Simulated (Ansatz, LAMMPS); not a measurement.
# Gap against volume in glassy CaAl2Si2O8 (156 atoms)

Density of this cell: 2.72 g/cm³. The cell holds 156 atoms: 24 Al, 12 Ca, 96 O and 24 Si. Cell: a = 12.685 Å, b = 12.738 Å, c = 12.610 Å, α = 90.0°, β = 88.6°, γ = 89.7°. The starting structure: 156 atoms (24 Al, 12 Ca, 96 O, 24 Si) placed at random at 2.71 g/cm³, melted at 4500 K for 20 ps at fixed volume with the Morse and Coulomb pair potential with partial charges (Pedone, Malavasi, Menziani, Cormack and Segre, J. Phys. Chem. B 110, 11780 (2006)). Quenched from 4500 K to 300 K at 20 K/ps and fixed volume, held 5 ps. The density is a measured one.

Calculated with Ansatz 0.2.0: Kohn-Sham DFT, PBE, PAW (set soft_2), plane waves; cutoff 420 eV, Γ point, gaussian smearing of 0.05 eV. The relaxed cell was scaled evenly and the atoms were relaxed at each volume. The gap is that between the highest filled and the lowest empty Kohn-Sham level on the run's k-points.

| volume (Å³/atom) | gap (eV) |
| --- | --- |
| 12.274 | 4.097 |
| 12.666 | ? |
| 13.057 | 3.759 |
| 13.449 | 3.623 |
| 13.841 | 3.528 |

**Question.** Fit a straight line in ln V to the rows given and interpolate to the withheld row.

**Working.**

A volume deformation potential makes the spacing linear in u = ln(V/V0), with V0 = 13.057 Å³ the relaxed volume; v is the spacing.

```
u = ln(V/V0)  v (eV)
  -0.0618748  4.0968
           0  3.7593
   0.0295586   3.623
   0.0582688  3.5281
```

With n = 4: mean u = 0.00648815, mean v = 3.7518, Σ(u − ū)² = 0.0079291, Σ(u − ū)(v − v̄) = -0.038189. Slope b = -0.038189 / 0.0079291 = -4.8163; intercept a = v̄ − b ū = 3.7830.

At the withheld volume u = -0.03046, and v = a + b u.

Prediction at 12.666: 3.930 eV. The run gave 3.909 eV, so the fit is high by 0.021 eV (0.53 % of the value).

The slope, -4.82 eV, says that the spacing narrows on expansion. Among the rows given, the largest miss of the fit is at 13.841, by 0.026 eV (4.5 % of the range of the table).

Limits: The table spans 12 % in volume, wide for a linear law. Semilocal functionals tend to put gaps under measured ones. Only the Γ point is sampled. Defect or tail levels can set the spacing of a disordered cell.

[Logs are printed without paths, hosts, clocks, repeated set-up lines and the standing remarks that a program may print on its own settings, such as how far it seeks lower states.]

[Hosts, paths, dates, database ids (printed as entryN), source tags and the programs' standing remarks are cut or masked in the printed files.]
